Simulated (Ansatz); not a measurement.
# Lattice dynamics of Mg2BeN2 (built on the sites of a database entry of BaMg2Sb2)

Aim: the vibrations of Mg2BeN2 (built on the sites of a database entry of BaMg2Sb2), their spectra, and whether the structure is stable.

Method: DFT PBEsol, scalar-relativistic, plane waves, PAW, in Ansatz 0.2.0.

This is a report of a sequence of runs, with most program output left out.

The structure was built from a prototype and need not be the compound's stable phase.

### Step 1. The starting structure

It takes space group P-3m1 (No. 164, trigonal). Conventional cell: a = 3.590 Å, b = 3.590 Å, c = 6.097 Å, α = 90.00°, β = 90.00°, γ = 120.00°. Nearest to Be lie 6 N at 2.64 Å. Mg has 4 N at 2.17 Å nearest. Nearest to N lie 4 Mg at 2.17 Å. Farther neighbours and most contacts between anions are not listed.

### Step 2. Rough relaxation

The start is far from rest, so a relaxation with loose tolerances brings it close first.

Input file input.yaml:

```yaml
crystal:
  lattice:
    - [3.59025, 0.0, 0.0]
    - [-1.79513, 3.10925, 0.0]
    - [0.0, 0.0, 6.09665]
  atoms:
    - { symbol: Be, position: [0.0, 0.0, 0.0] }
    - { symbol: Mg, position: [0.3333333333, 0.6666666667, 0.6247] }
    - { symbol: Mg, position: [0.6666666667, 0.3333333333, 0.3753] }
    - { symbol: "N", position: [0.3333333333, 0.6666666667, 0.268] }
    - { symbol: "N", position: [0.6666666667, 0.3333333333, 0.732] }
kpoints:
  mp_grid: { grid: [6, 6, 4] }
hamiltonian:
  xc: pbesol
scf:
  occupations: { method: gaussian, width: 0.1 }
output:
  forces: true
  stress: true
  eigenvalues: true
relax:
  adjacent_minimum: "off"
  f_tol: 0.05
  max_steps: 80
  cell: { stress_tol: 0.5 }
```

Launch:

```bash
> ansatz run input.yaml --threads 8 --pin off --max-ram 14336MiB --backend cpu --events-out ev --progress --plain --runs-dir out
```

The job ended after 3.1 s (8 threads of Arm Neoverse V2, shared host; peak memory 0.38 GiB).

Relaxation path:

```csv
step,energy less that of the first step (eV),largest force component (eV/Å),pressure (GPa),volume (Å³)
1,0.0000,2.6751,-16.77,68.06
2,-1.0563,1.8973,-14.97,62.75
3,-2.0896,0.9054,-8.10,55.40
4,-2.5242,0.3853,-1.88,50.77
5,-2.5531,0.1050,1.32,49.40
6,-2.5561,0.0650,0.62,49.69
7,-2.5557,0.0472,-0.51,50.00
8,-2.5565,0.0014,-0.02,49.85
9*,-2.5469,0.0012,-0.38,49.85
```

Relaxation steps marked * repeat the geometry before them on a plane-wave basis chosen anew for their cell, so energy and pressure can jump there.

The run keeps the 12 symmetry operations that it works with, so distortions that break them were not tested.

```csv
cell as run,before,after,change
a (Å),3.590,3.359,-6.4 %
b (Å),3.590,3.359,-6.4 %
c (Å),6.097,5.101,-16.3 %
volume (Å³/atom),13.61,9.97,-26.8 %
```

The atoms that moved most (Å, as changes of fractional coordinates times the final cell):

```csv
atom,dx,dy,dz,length
Mg3,0.000,0.000,-0.321,0.321
Mg2,0.000,0.000,0.321,0.321
N4,0.000,0.000,-0.264,0.264
N5,0.000,0.000,0.264,0.264
```

The relaxed structure:

```xyz
5
Lattice="3.3590 0.0000 0.0000 -1.6795 2.9090 0.0000 0.0000 0.0000 5.1015" Properties=species:S:1:pos:R:3 pbc="T T T"
Be    0.0000    0.0000    0.0000
Mg    0.0000    1.9393    3.5075
Mg    1.6795    0.9697    1.5939
N     0.0000    1.9393    1.1033
N     1.6795    0.9697    3.9981
```

A gap read on the k-mesh alone can miss the band edges.

This step gave:

```
pressure           : -0.3799 GPa
gap on the k-mesh  : 1.339 eV
volume per atom    : 9.970 Å³
direct gap on mesh : 1.339 eV
```

In this step the volume went from 13.61 to 9.97 Å³/atom.

### Step 3. Relaxation

Harmonic phonons are second derivatives at a point where the forces vanish, and they are wanted at zero stress, so atoms and cell are relaxed first.

Input file input.yaml:

```yaml
crystal:
  lattice:
    - [3.3590393998, 2.7008e-06, 0.0]
    - [-1.6795220389, 2.9090121022, 0.0]
    - [0.0, 0.0, 5.1014622962]
  atoms:
    - { symbol: Be, position: [0.0, 0.0, 0.0] }
    - { symbol: Mg, position: [0.3333333333, 0.6666666667, 0.6875537893] }
    - { symbol: Mg, position: [0.6666666667, 0.3333333333, 0.3124462107] }
    - { symbol: "N", position: [0.3333333333, 0.6666666667, 0.2162807927] }
    - { symbol: "N", position: [0.6666666667, 0.3333333333, 0.7837192073] }
kpoints:
  mp_grid: { grid: [9, 9, 6] }
hamiltonian:
  xc: pbesol
scf:
  occupations: { method: gaussian, width: 0.02 }
output:
  forces: true
  stress: true
  eigenvalues: true
  write_density: true
  write_potential: true
  elf: true
  volumetric_format: npy
relax:
  adjacent_minimum: "off"
  f_tol: 0.005
  max_steps: 80
  cell: { stress_tol: 0.05 }
```

Wall time 2.4 s (8 threads); peak memory 0.42 GiB; 15 s of CPU time.

Step by step:

```csv
step,energy less that of the first step (eV),largest force component (eV/Å),pressure (GPa),volume (Å³)
1,0.0000,0.0018,-0.36,49.85
2,-0.0003,0.0082,-0.16,49.76
3,-0.0005,0.0008,0.03,49.70
4,-0.0005,0.0019,0.01,49.69
5*,-0.0001,0.0018,0.00,49.69
```

Relaxation steps marked * repeat the geometry before them on a plane-wave basis chosen anew for their cell, so energy and pressure can jump there.

Forces are held to the 12 operations that the run works with; a distortion that breaks them can't arise in this run.

```csv
"conventional cell, symmetrised",before,after,change
a (Å),3.359,3.357,-0.1 %
b (Å),3.359,3.357,-0.1 %
c (Å),5.101,5.091,-0.2 %
volume (Å³/atom),9.97,9.94,-0.3 %
```

The relaxed structure:

```xyz
5
Lattice="3.3573 0.0000 0.0000 -1.6786 2.9075 0.0000 0.0000 0.0000 5.0908" Properties=species:S:1:pos:R:3 pbc="T T T"
Be    0.0000    0.0000    0.0000
Mg    0.0000    1.9383    3.4998
Mg    1.6786    0.9692    1.5910
N     0.0000    1.9383    1.1010
N     1.6786    0.9692    3.9899
```

This step gave:

| Quantity | Value |
| --- | --- |
| pressure | 0.002009 GPa |
| gap on the k-mesh | 1.356 eV |
| volume per atom | 9.938 Å³ |
| direct gap on mesh | 1.356 eV |

Electrostatic potential energy in the ac plane at fractional y = 0.333, with atoms of Mg and N within 0.2 Å of it. With pseudopotentials it is smooth inside the atoms' cores, unlike the true potential.

Ten even steps from '0' (-60 eV) to '9' (11 eV):
```
99999999999999999
99999999999889999
99999999986556899
99999999853123699
99999999741002589
99999999740001589
99999999852013689
99889999975446899
99989999998778999
99999999999999999
99999999999999999
99999999999999999
99999999999889999
99999999888778899
99999999875446789
99999998752003589
99999998620000478
99999998620000378
99999998630000478
99999998753113689
99999999876556889
99999999988888899
99999999999999999
99999999999999999
99999999999999999
99999999999999999
```
Columns run along a (3.4 Å; values clipped at the 3rd and 97th percentile), rows up along c (5.1 Å). Atoms in or near the plane, at fractional coordinates: Mg at (0.67, 0.31), N at (0.67, 0.78).

Valence density in the ac plane at fractional y = 0.333, with atoms of Mg and N within 0.2 Å of it. It is the smooth field of the valence electrons, not physical close to the nuclei.

Ten steps, logarithmic in the rise over the least value, from '_' (0 e/Å³) to '@' (28 e/Å³):
```
________________................__
______________....::::----::::....
____________....::--======----::..
..__________..::--==++++++==--::..
..__________..::--==++++++++==--::
..__________..::--==++++++++==--::
..__________..::--==++++++====::..
____________....::--========--::..
______________....::--------::....
________________....::::::::....__
__________________............____
__________________________________
__________________________________
____________________......________
__________________..--====--..____
________________..==**####**--..__
________________::**%%@@@@##++..__
__..........__..--**%%@@@@%%++::__
................::++%%@@@@##==....
..................--**##**++::....
..............____..::----::..____
..............____________________
__..........______________________
____......________________________
__________________________________
______________________..__________
```
Columns run along a (3.4 Å), rows up along c (5.1 Å). Atoms in or near the plane, at fractional coordinates: Mg at (0.67, 0.31), N at (0.67, 0.78).

ELF in the ac plane at fractional y = 0.333, with atoms of Mg and N within 0.2 Å of it. It is the smooth field of the valence electrons, not physical close to the nuclei.

Ten even steps from '_' (0.03) to '@' (0.83):
```
::::::::::::::--++**##%%%%##**==--
==::::::::--==**%%@@@@@@@@@@%%##++
++--::::::==**%%@@@@@@@@@@@@@@@@##
**--::..::==##@@@@@@##++**%%@@@@%%
**--......==##@@@@%%++..::**@@@@@@
**::____..--**@@@@%%==__..++@@@@@@
==..______::++%%@@@@##==++##@@@@%%
--________..==%%@@@@@@%%%%@@@@@@##
::________..--##@@@@@@@@@@@@@@%%**
::________..--**%%%%@@@@@@@@%%##++
::________..::==**##%%%%%%%%##**==
..________..::--==============--::
....................________......
..::::::::::..________....________
..--======--..____..--====::..____
::==++++++==..__..==++====++--____
::++**##**++::__::====::--====..__
--**######**::__::==--::::====..__
==##%%%%%%##--__..====----==--....
**%%%%%%%%##==..__--====++==::__..
**%%@@@@%%##++::____::----::____--
**%%@@@@%%##++--______________..--
++##%%%%%%**++::..____________..--
==++####**++--::..__________....::
::--++++==--::......::::::........
::::----::::::::::--==++++==--::::
```
Columns run along a (3.4 Å), rows up along c (5.1 Å). Atoms in or near the plane, at fractional coordinates: Mg at (0.67, 0.31), N at (0.67, 0.78).

In this step the volume went from 9.97 to 9.94 Å³/atom.

### Step 4. Tight relaxation

Phonons need a cell at rest on their own settings, so the relaxation is repeated with tight tolerances on forces and stress on the k mesh and occupations of the first response run.

Input file input.yaml:

```yaml
crystal:
  lattice:
    - [3.3572660306, 2.6994e-06, 0.0]
    - [-1.6786353531, 2.9074763201, 0.0]
    - [0.0, 0.0, 5.0908217518]
  atoms:
    - { symbol: Be, position: [0.0, 0.0, 0.0] }
    - { symbol: Mg, position: [0.3333333333, 0.6666666667, 0.6874699995] }
    - { symbol: Mg, position: [0.6666666667, 0.3333333333, 0.3125300005] }
    - { symbol: "N", position: [0.3333333333, 0.6666666667, 0.2162646799] }
    - { symbol: "N", position: [0.6666666667, 0.3333333333, 0.7837353201] }
kpoints:
  mp_grid: { grid: [9, 9, 6] }
hamiltonian:
  xc: pbesol
scf:
  occupations: { method: fixed }
output:
  forces: true
  stress: true
  eigenvalues: true
relax:
  adjacent_minimum: "off"
  f_tol: 0.001
  max_steps: 60
  cell: { stress_tol: 0.01 }
```

The job ended after 3.7 s (8 threads; peak memory 0.42 GiB).

Little changed from the start: no atom moved by 0.005 Å and no cell edge by 0.1 %.

Numbers from this step:

```
pressure           : 0.001580 GPa
gap on the k-mesh  : 1.355 eV
volume per atom    : 9.937 Å³
direct gap on mesh : 1.355 eV
```

The largest force component left is 0.056 meV/Å and the pressure is 0.002 GPa, within the tolerances set. The cell now holds 9.94 Å³/atom.

### Step 5. Zone-centre response

The zone centre comes first: it holds the modes that light can see, as far as symmetry allows. The response to a homogeneous field gives the Born charges and the dielectric tensor, and its change with displacement the Raman tensors.

Input file input.yaml:

```yaml
crystal:
  lattice:
    - [3.3580224891, 2.7e-06, 0.0]
    - [-1.6790135829, 2.908131432, 0.0]
    - [0.0, 0.0, 5.0875578533]
  atoms:
    - { symbol: Be, position: [0.0, 0.0, 0.0] }
    - { symbol: Mg, position: [0.3333333333, 0.6666666667, 0.6874943998] }
    - { symbol: Mg, position: [0.6666666667, 0.3333333333, 0.3125056002] }
    - { symbol: "N", position: [0.3333333333, 0.6666666667, 0.2163585109] }
    - { symbol: "N", position: [0.6666666667, 0.3333333333, 0.7836414891] }
kpoints:
  mp_grid: { grid: [9, 9, 6] }
hamiltonian:
  xc: pbesol
scf:
  occupations: { method: fixed }
output:
  eigenvalues: true
phonons:
  method: dfpt
  dielectric: true
  rigid_motions: translations
  raman: true
```

It took 3.9 min on 8 threads; peak memory 2.9 GiB.

Numbers from this step:

* sum-rule residual before enforcement: 1.17e-4 eV/Å²
* miss of the charge sum rule: 0.01085 e
* estimated error of the dielectric tensor: 0.03198
* estimated error of the Born charges: 0.03033 e
* point group: -3m
* highest optical mode at the zone centre (no LO-TO term): 605.7 cm⁻¹
* lowest optical zone-centre mode: -212.5 cm⁻¹
* mean high-frequency dielectric constant: 6.495
* largest Born charge (third of the trace): -2.930 e
* top of the zone-centre spectrum with the field: 754.2 cm⁻¹

Without the LO-TO term. Patterns of degenerate modes are one choice out of their space. Modes at Γ, with each element's share of the kinetic energy (negative means imaginary):

```csv
mode,frequency (cm⁻¹),symmetry,Be %,Mg %,N %
1,-212.5,Eu,85,1,14
2,-212.5,Eu,85,1,14
3,-138.3,A2u,3,30,67
4,0.0,acoustic,11,57,33
5,0.0,acoustic,11,57,33
6,0.0,acoustic,11,57,33
7,263.1,Eg,0,61,39
8,263.1,Eg,0,61,39
9,295.5,A1g,0,79,21
10,488.1,A1g,0,21,79
11,565.2,A2u,87,13,0
12,605.6,Eg,0,39,61
13,605.6,Eg,0,39,61
14,605.7,Eu,5,42,53
15,605.7,Eu,5,42,53
```

Displacements in mode 1 (-212.5 cm⁻¹), the largest set to 1:
```
Be1 -0.95  1.00  0.00
Mg2  0.05 -0.05  0.00
Mg3  0.05 -0.05  0.00
N4   0.22 -0.23  0.00
N5   0.22 -0.23  0.00
```

Displacements in mode 15 (605.7 cm⁻¹), the largest set to 1:
```
Be1 -0.01  0.52  0.00
Mg2  0.02 -0.67  0.00
Mg3  0.02 -0.67  0.00
N4  -0.02  1.00  0.00
N5  -0.02  1.00  0.00
```

Optical modes at the zone centre, without and with the macroscopic field of the longitudinal modes; each column is sorted by frequency, so a row need not hold one and the same mode. Modes with and without the field, by row:

```csv
rank among optical modes,no field (cm⁻¹),"q along (1, 0, 0) (cm⁻¹)","q along (0, 0, 1) (cm⁻¹)"
1,-212.5,-212.5,-212.5
2,-212.5,-138.3,-212.5
3,-138.3,263.1,263.1
4,263.1,263.1,263.1
5,263.1,295.5,295.5
6,295.5,317.8,441.7
7,488.1,488.1,488.1
8,565.2,565.2,605.6
9,605.6,605.6,605.6
10,605.6,605.6,605.7
11,605.7,605.7,605.7
12,605.7,754.2,620.5
```

Born charge (rows field, columns displacement) (e), principal values of the symmetric part by kind of site:

```csv
atom,atoms with these values,low,middle,high,mean
Be1,1,1.82,2.64,2.64,2.37
Mg2,2,1.58,1.58,2.08,1.74
N4,2,-2.99,-2.90,-2.90,-2.93
```

In full for Be1:

```
2.64 0.00 0.00
0.00 2.64 0.00
0.00 0.00 1.82
```

High-frequency dielectric tensor:

```
6.21 0.00 0.00
0.00 6.21 0.00
0.00 0.00 7.07
```

Transverse modes; imaginary modes are left out. Infrared lines, with heights relative to the strongest:

```csv
position (cm⁻¹),lines merged,relative intensity
263,1,0.0
296,1,0.0
488,1,0.0
565,1,11
606,2,100
```

Activity x (w_L - w)^4 (n + 1)/w, 532 nm, 300 K; imaginary modes are left out; the tensors are static ones, while 532 nm light lies above the computed direct gap, where resonance would change the heights; modes without the macroscopic field alone. Lines of the Raman spectrum (strongest = 100):

```csv
position (cm⁻¹),lines merged,relative intensity
263,1,0.1
296,1,23
488,1,100
565,1,0.0
606,2,4.8
```

Before it was imposed, the acoustic sum rule was missed by 1.2e-4 eV/Å² and the charge sum rule by 0.011 e. Small misses are needed for a sound result but don't prove that mesh and cutoff are converged. The lowest optical mode is imaginary, 212.5i cm⁻¹, so the energy falls along it.

The log warns of the k mesh: “the force constants stand on the 9×9×6 k-mesh, whose period is 10.00 times the interband length at k = (0.0000, 0.0000, 0.0000), direct gap 1.355 eV, under 14: take them and everything formed from them as unconverged”.

(Part 1 of 2 ends here.)

[Logs are printed without paths, hosts, clocks, repeated set-up lines and the standing remarks that a program may print on its own settings, such as how far it seeks lower states.]

[Hosts, paths, dates, database ids (printed as entryN), source tags and the programs' standing remarks are cut or masked in the printed files.]
